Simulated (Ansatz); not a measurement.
# GaN (F-43m):W_Ga, thermodynamic levels from a 54-atom cell, part 2 of 2

Wanted: the transition levels of a substitutional impurity in GaN (F-43m), from a cell of 54 host atoms with 1 Ga taken out and 1 W put in.

Ansatz; place-levels on r2SCAN runs: charge-transition levels and formation energies with image-charge correction and potential alignment at the atomic sites; PAW set soft_1.

So far: The starting structure; The runs of each charge state.

## 3. Levels against the band edges, r2SCAN

A charged cell interacts with its images and the background, and its potential has another zero than the host's. place-levels removes the first by a point-charge model, screened by the static dielectric constant since the ions have relaxed around the charge, and the second by comparing potentials at atoms far from the defect.

The host is a run of the defect-free crystal in the same cutoffs, grids and k-points, so that basis and sampling errors cancel in part in the differences. The host is run in a cell of 2 atoms on a matching mesh. Its band edges are searched through the zone by a band path, so the gap is smaller than, or equal to, that on the mesh. Chemical potentials are energies per atom of Ga (alpha-Ga (Cmce)) and W (bcc), run with the same functional and cutoff.

The input, levels.point.yaml:

```yaml
host:
  run: host.point.run
states: [qm1.point.run, qm1_M4.point.run, qm1_M2.point.run, q0_M1.point.run, q0_M3.point.run, qp1.point.run, qp1_M2.point.run, qp2_M1.point.run]
geometry_from:
  qm1.point.run: qm1.relax.run
  qm1_M4.point.run: qm1_M4.relax.run
  qm1_M2.point.run: qm1_M2.relax.run
  q0_M1.point.run: q0_M1.relax.run
  q0_M3.point.run: q0_M3.relax.run
  qp1.point.run: qp1.relax_smeared.run
  qp1_M2.point.run: qp1_M2.relax.run
  qp2_M1.point.run: qp2_M1.relax.run
  host.point.run: host.relax.run
chemical_potentials:
  Ga:
    energy: -3790.270342
    dataset: <sha256 of the dataset>
  W:
    energy: -10398.256653
    dataset: <sha256 of the dataset>
epsilon: 6.0
static_epsilon: 10.56
vertical:
  - { from: qm1.point.run, to: qm1.point_neutral.run }
  - { from: qm1_M4.point.run, to: qm1_M4.point_neutral.run }
  - { from: qm1_M2.point.run, to: qm1_M2.point_neutral.run }
  - { from: qp1.point.run, to: qp1.point_neutral.run }
  - { from: qp1_M2.point.run, to: qp1_M2.point_neutral.run }
  - { from: qp2_M1.point.run, to: qp2_M1.point_neutral.run }
```

Command:

```console
ansatz place-levels levels.point.yaml -- --threads 4 --pin off --max-ram 15073MiB
```

The program printed:

```text
[... repeated set-up lines and file paths are left out, and long positions are rounded to six places ...]
(+2/+1) 1.403 eV above the valence edge, 0.765 eV under the conduction edge
(+1/0) 2.245 eV above the valence edge (+2.953 eV without the band-filling correction), in the conduction band
(0/-1) 2.725 eV above the valence edge (+3.338 eV without the band-filling correction), in the conduction band
formation energy of charge +2: +0.133 eV with the Fermi level at the valence edge
formation energy of charge +1: +1.536 eV with the Fermi level at the valence edge
formation energy of charge 0: +3.781 eV with the Fermi level at the valence edge
formation energy of charge -1: +6.507 eV with the Fermi level at the valence edge
vertical -1 to 0: no energy, since no alignment is typed
  the change from vertical[0].from (qm1.point.run) to vertical[0].to (qm1.point_neutral.run): by its spins about the atoms it stands at 0.277 0.676 0.714, with an rms radius of about 2.1 Å (1.2 1.1 1.3 Å across the planes of the cell's vectors); [...]
vertical -1 to 0: no energy, since no alignment is typed
  the change from vertical[1].from (qm1_M4.point.run) to vertical[1].to (qm1_M4.point_neutral.run): by its potential at epsilon 6 it stands at 0.363 0.697 0.699, with an rms radius of about 2.8 Å (1.6 1.6 1.6 Å across the planes of the cell's vectors); [...]
vertical -1 to 0: no energy, since no alignment is typed
  the change from vertical[2].from (qm1_M2.point.run) to vertical[2].to (qm1_M2.point_neutral.run): by its spins about the atoms it stands at 0.352 0.684 0.672, with an rms radius of about 2.4 Å (1.3 1.3 1.5 Å across the planes of the cell's vectors); [...]
vertical +1 to 0: no energy, since no alignment is typed
  the change from vertical[3].from (qp1.point.run) to vertical[3].to (qp1.point_neutral.run): by its spins about the atoms it stands at 0.341 0.675 0.682, with an rms radius of about 1.8 Å (1.1 1.1 1.0 Å across the planes of the cell's vectors); [...]
vertical +1 to 0: no energy, since no alignment is typed
  the change from vertical[4].from (qp1_M2.point.run) to vertical[4].to (qp1_M2.point_neutral.run): by its potential at epsilon 6 it stands at 0.381 0.714 0.715, with an rms radius of about 3.5 Å (2.0 2.0 2.0 Å across the planes of the cell's vectors); [...]
vertical +2 to 0: no energy, since no alignment is typed
  the change from vertical[5].from (qp2_M1.point.run) to vertical[5].to (qp2_M1.point_neutral.run): by its potential at epsilon 6 it stands at 0.365 0.700 0.700, with an rms radius of about 2.9 Å (1.7 1.7 1.7 Å across the planes of the cell's vectors); [...]
  edges by r2scan, gap 2.168 eV; the host is sampled to repeats of 19.08 Å
  the defect's cells are sampled to repeats of 19.08 Å, like sampling
  charge +2: -119388.9109 eV with its correction of +1.388 eV, at epsilon 10.56, aligned at sites: +0.2308 eV, mean over 19 atomic sites at or beyond 4.77 Å from the defect at [0.3333, 0.6667, 0.6667], with +0.000000 for the charge's moments and without [...]
  charge +1: -119378.0583 eV with its correction of +0.486 eV, at epsilon 10.56, aligned at sites: +0.2539 eV, mean over 19 atomic sites at or beyond 4.77 Å from the defect at [0.3333, 0.6667, 0.6667], with +0.000000 for the charge's moments and without [...]
  charge 0: +0.000 eV for its dipole among its images, +0.000 omitted
  charge -1: -119352.8678 eV with its correction of -0.123 eV, at epsilon 10.56, aligned at sites: +0.3548 eV, mean over 19 atomic sites at or beyond 4.77 Å from the defect at [0.3333, 0.6667, 0.6667], with +0.000000 for the charge's moments and without [...]
  charge +1: states[5] (qp1.point.run) stands 0.809 eV higher, with a moment of 0.00 μB against 2.00
  states[5] (qp1.point.run): levels filled in part (TS 0.012 eV): its energy is of no whole electron's
  charge 0: states[3] (q0_M1.point.run) stands 0.099 eV higher, with a moment of 1.00 μB against 3.00
  charge -1: states[2] (qm1_M2.point.run) stands 0.081 eV higher, with a moment of 2.00 μB against 4.00
  charge -1: states[0] (qm1.point.run) stands 0.375 eV higher, with a moment of 0.00 μB against 4.00
  of states[7] (qp2_M1.point.run): it parts from the run at its places by a charge that spreads by about 1.7 Å along one vector (1.3 Å or more is wide), by its potential at epsilon 6, taken for that of held ions (one typed too small widens it), where the cell [...]
  of states[6] (qp1_M2.point.run): it parts from the run at its places by a charge that spreads by about 2 Å along one vector (1.3 Å or more is wide), by its potential at epsilon 6, taken for that of held ions (one typed too small widens it), where the cell [...]
  of states[4] (q0_M3.point.run): a band-filling correction moves a carrier to the host's band edge, which changes its energy by -0.708 eV; [...]
  of states[1] (qm1_M4.point.run): it parts from the run at its places by a charge that spreads by about 1.6 Å along one vector (1.3 Å or more is wide), by its potential at epsilon 6, taken for that of held ions (one typed too small widens it), where the cell [...]
  of states[5] (qp1.point.run): its alignment with the host at atomic sites is doubtful: the mean over the far sites moves by -0.1008 eV from their farther parts to their nearer, more than 0.05 eV. [...]
  of states[3] (q0_M1.point.run): its moments are held at its close (magnetization.spin_locking), by a field of 0.049 eV a Bohr magneton, and its energy and levels are of the state that this holds: a run that lets them go can end lower; [...]
  of states[2] (qm1_M2.point.run): it parts from the run at its places by a charge that spreads by about 1.5 Å along one vector (1.3 Å or more is wide), by the spins about the atoms, where the cell does not tell a trapped carrier from a band state. [...]
  of states[0] (qm1.point.run): its alignment with the host at atomic sites is doubtful: the mean over the far sites moves by +0.0691 eV from their farther parts to their nearer, more than 0.05 eV. [...]
  of vertical[0].to (qm1.point_neutral.run): stability_check_not_made
  of vertical[1].from (qm1_M4.point.run): its moments are held at its close (magnetization.spin_locking), by a field of 0.222 eV a Bohr magneton, and its energy and levels are of the state that this holds: a run that lets them go can end lower; [...]
  of vertical[1].to (qm1_M4.point_neutral.run): stability_check_not_made
  of vertical[2].from (qm1_M2.point.run): stability_check_not_made; [...]
  of vertical[2].to (qm1_M2.point_neutral.run): stability_check_not_made
  vertical[3].from (qp1.point.run): levels filled in part (TS 0.012 eV): its energy is of no whole electron's
  of vertical[3].to (qp1.point_neutral.run): its moments are held at its close (magnetization.spin_locking), by a field of 0.150 eV a Bohr magneton, and its energy and levels are of the state that this holds: a run that lets them go can end lower; [...]
  of vertical[4].from (qp1_M2.point.run): stability_check_not_made; [...]
  of vertical[4].to (qp1_M2.point_neutral.run): its moments are held at its close (magnetization.spin_locking), by a field of 0.379 eV a Bohr magneton, and its energy and levels are of the state that this holds: a run that lets them go can end lower; [...]
  of vertical[5].from (qp2_M1.point.run): stability_check_not_made; [...]
  vertical[5].to (qp2_M1.point_neutral.run): levels filled in part (TS 0.003 eV): its energy is of no whole electron's
  of vertical[5].to (qp2_M1.point_neutral.run): its moments are held at its close (magnetization.spin_locking), by a field of 0.441 eV a Bohr magneton, and its energy and levels are of the state that this holds: a run that lets them go can end lower; [...]
```

Elapsed: 0.75 s, on 4 threads of Arm Neoverse V2, shared host.

Levels between the charges placed, in eV above the valence top:

```
        gap (eV)  (+2/+1)  (+1/0)  (0/−1)
r2SCAN      2.17     1.40    2.25    2.73
```

Corrections by state:

```
charge  moment (μB)  image terms and alignment (eV)  band filling (eV)  ε used  over the lowest of its charge, as the program ranks them, band filling apart (eV)
    +2          1.0                           1.388                  -   10.56                                                                              0.000
    +1          2.0                           0.486                  -   10.56                                                                              0.000
     0          3.0                           0.000             -0.708       -                                                                              0.000
    −1          4.0                          -0.123             -1.321   10.56                                                                              0.000
    +1          0.0                           0.482                  -   10.56                                                                              0.809
     0          1.0                           0.000                  -       -                                                                              0.099
    −1          2.0                          -0.109                  -   10.56                                                                              0.081
    −1          0.0                          -0.102                  -   10.56                                                                              0.375
```

The charged structures listed were also run neutral, and place-levels reads from each pair, by the potential or the spins, how wide the charge is by which they differ; that can be the carrier of either run.

```
charge  rms radius (Å)  spread where it is widest against the cell (Å)  wide from (Å)  reading
    +2             2.9                                            1.66           1.35     wide
    +1             3.5                                            2.01           1.35     wide
    −1             2.8                                            1.62           1.35     wide
```

The neutral runs of these pairs need not share the spin of the lowest neutral state, and very wide values only mean spread over the cell.

From the program's caveats on the states, each cut to its opening words:

- charge +2 (1 μB): it parts from the run at its places by a charge that spreads by about 1.7 Å along one vector (1.3 Å or more is wide), by its potential at epsilon 6, taken for [...]
- charge +2 (1 μB): its alignment with the host at atomic sites is doubtful: the mean over the far sites moves by -0.1789 eV from their farther parts to their nearer, more than [...]
- charge +2 (1 μB), +1 (2 μB), 0 (3 μB), −1 (4 μB), 0 (1 μB), −1 (2 μB): flagged: stability check not made
- charge +1 (2 μB): it parts from the run at its places by a charge that spreads by about 2 Å along one vector (1.3 Å or more is wide), by its potential at epsilon 6, taken for [...]
- charge +1 (2 μB): its alignment with the host at atomic sites is doubtful: the mean over the far sites moves by -0.0793 eV from their farther parts to their nearer, more than [...]
- charge 0 (3 μB): a band-filling correction moves a carrier to the host's band edge, which changes its energy by -0.708 eV
- charge 0 (3 μB): its moments are held at its close (magnetization.spin_locking), by a field of 0.189 eV a Bohr magneton, and its energy and levels are of the state that this [...]
- charge −1 (4 μB): it parts from the run at its places by a charge that spreads by about 1.6 Å along one vector (1.3 Å or more is wide), by its potential at epsilon 6, taken for [...]
- charge −1 (4 μB): a band-filling correction moves a carrier to the host's band edge, which changes its energy by -1.321 eV
- charge −1 (4 μB): its alignment with the host at atomic sites is doubtful: the mean over the far sites moves by +0.0988 eV from their farther parts to their nearer, more than [...]
- charge −1 (4 μB): its moments are held at its close (magnetization.spin_locking), by a field of 0.222 eV a Bohr magneton, and its energy and levels are of the state that this [...]
- charge +1: its alignment with the host at atomic sites is doubtful: the mean over the far sites moves by -0.1008 eV from their farther parts to their nearer, more than [...]
- charge 0 (1 μB): its moments are held at its close (magnetization.spin_locking), by a field of 0.049 eV a Bohr magneton, and its energy and levels are of the state that this [...]
- charge −1 (2 μB): it parts from the run at its places by a charge that spreads by about 1.5 Å along one vector (1.3 Å or more is wide), by the spins about the atoms, where the [...]

The host's formation energy from the elements is -0.646 eV per atom; it sets how far the chemical potentials can move.

Limit set by the element alone; other compounds of these elements are not counted. Chemical potentials from the elements' reference states: Ga 0.00 eV, N -1.29 eV, W 0.00 eV. Formation energy by charge state (Ga-rich; gap 2.17 eV):

```
charge  at valence top (eV)  at conduction bottom (eV)  correction included (eV)
    +2                 0.13                       4.47                      1.39
    +1                 1.54                       3.70                      0.49
     0                 3.78                       3.78                     -0.71
    −1                 6.51                       4.34                     -1.44
```

(Fermi level (eV), lowest formation energy (eV)): (0.00, 0.13), (0.20, 0.53), (0.39, 0.92), (0.59, 1.31), (0.79, 1.71), (0.98, 2.10), (1.18, 2.50), (1.38, 2.89), (1.58, 3.11), (1.77, 3.31), (1.97, 3.51), (2.17, 3.70)

Limit set by the element alone; other compounds of these elements are not counted. Chemical potentials from the elements' reference states: N 0.00 eV, Ga -1.29 eV, W 0.00 eV. Formation energies (N-rich), with the Fermi level at the valence top and at the conduction bottom (gap 2.17 eV):

```
charge  at valence top (eV)  at conduction bottom (eV)  correction included (eV)
    +2                -1.16                       3.18                      1.39
    +1                 0.24                       2.41                      0.49
     0                 2.49                       2.49                     -0.71
    −1                 5.22                       3.05                     -1.44
```

```csv
Fermi level (eV),lowest formation energy (eV)
0.00,-1.16
0.20,-0.76
0.39,-0.37
0.59,0.02
0.79,0.42
0.98,0.81
1.18,1.21
1.38,1.60
1.58,1.82
1.77,2.02
1.97,2.22
2.17,2.41
```

## 4. Outcome

```json
{
  "gap of the host": "2.17 eV (r2SCAN)",
  "level (plus 2/plus 1)": "1.40 eV above the valence top",
  "level (plus 1/0)": "2.25 eV above the valence top, past the conduction bottom (2.95 eV above the valence top without the band-filling term)",
  "level (0/minus 1)": "2.73 eV above the valence top, past the conduction bottom (3.34 eV above the valence top without the band-filling term)",
  "lowest of the charges placed, just above the valence top (0.02 eV)": "+2",
  "lowest of the charges placed, just below the conduction bottom (0.02 eV)": "+1",
  "lowest formation energy at mid-gap of the charges run, Ga-rich": "2.30 eV",
  "lowest formation energy at mid-gap of the charges run, N-rich": "1.01 eV"
}
```

In words: Of the charges placed (−1, 0, +1 and +2), the lowest changes at 1.40 eV (+2/+1) above the valence top, in a gap of 2.17 eV. (+2/+1) lies nearer to a band edge than the share of the finite-size correction in it (0.90 eV), and that correction holds for a localised charge alone. Charges above +2 were not placed, so these runs say nothing of levels that involve them. States placed: +2 at 1 μB; +1 at 2 μB and 0 μB; 0 at 3 μB and 1 μB; −1 at 4 μB, 2 μB and 0 μB. Other spin states or structures, where not listed, weren't placed. The program finds carriers beyond a band edge of the host and adds a band-filling term at charge −1 (-1.32 eV) and 0 (-0.71 eV); steps to such a charge show no bound level, and a defect level inside a band would be read the same way. W is taken at its element; compounds, which aren't counted here, bound the chemical potentials and would shift these formation energies. The program doubts the alignment of potentials for at least one state, a sign that the cell is small. Limits: r2SCAN makes the gap too small and tends to spread out bound carriers; where a gas molecule sets a chemical potential or the host's formation energy, its binding is uncorrected; spin–orbit coupling, which can matter with heavy atoms, is left out.

[Logs are printed without paths, hosts, clocks, repeated set-up lines and the standing remarks that a program may print on its own settings, such as how far it seeks lower states.]

[Hosts, paths, dates, database ids (printed as entryN), source tags and the programs' standing remarks are cut or masked in the printed files.]

[Where a table of states has a column of steps, it counts the stored structures, which are thinned; the runs took as many ionic steps or more.]

[A defect's name tells the site on which it was built; relaxed atoms can leave that site.]

[For some hosts the program warned that the k-mesh of the response run may be too coarse for force constants and the static dielectric constant; such warnings are not shown here.]
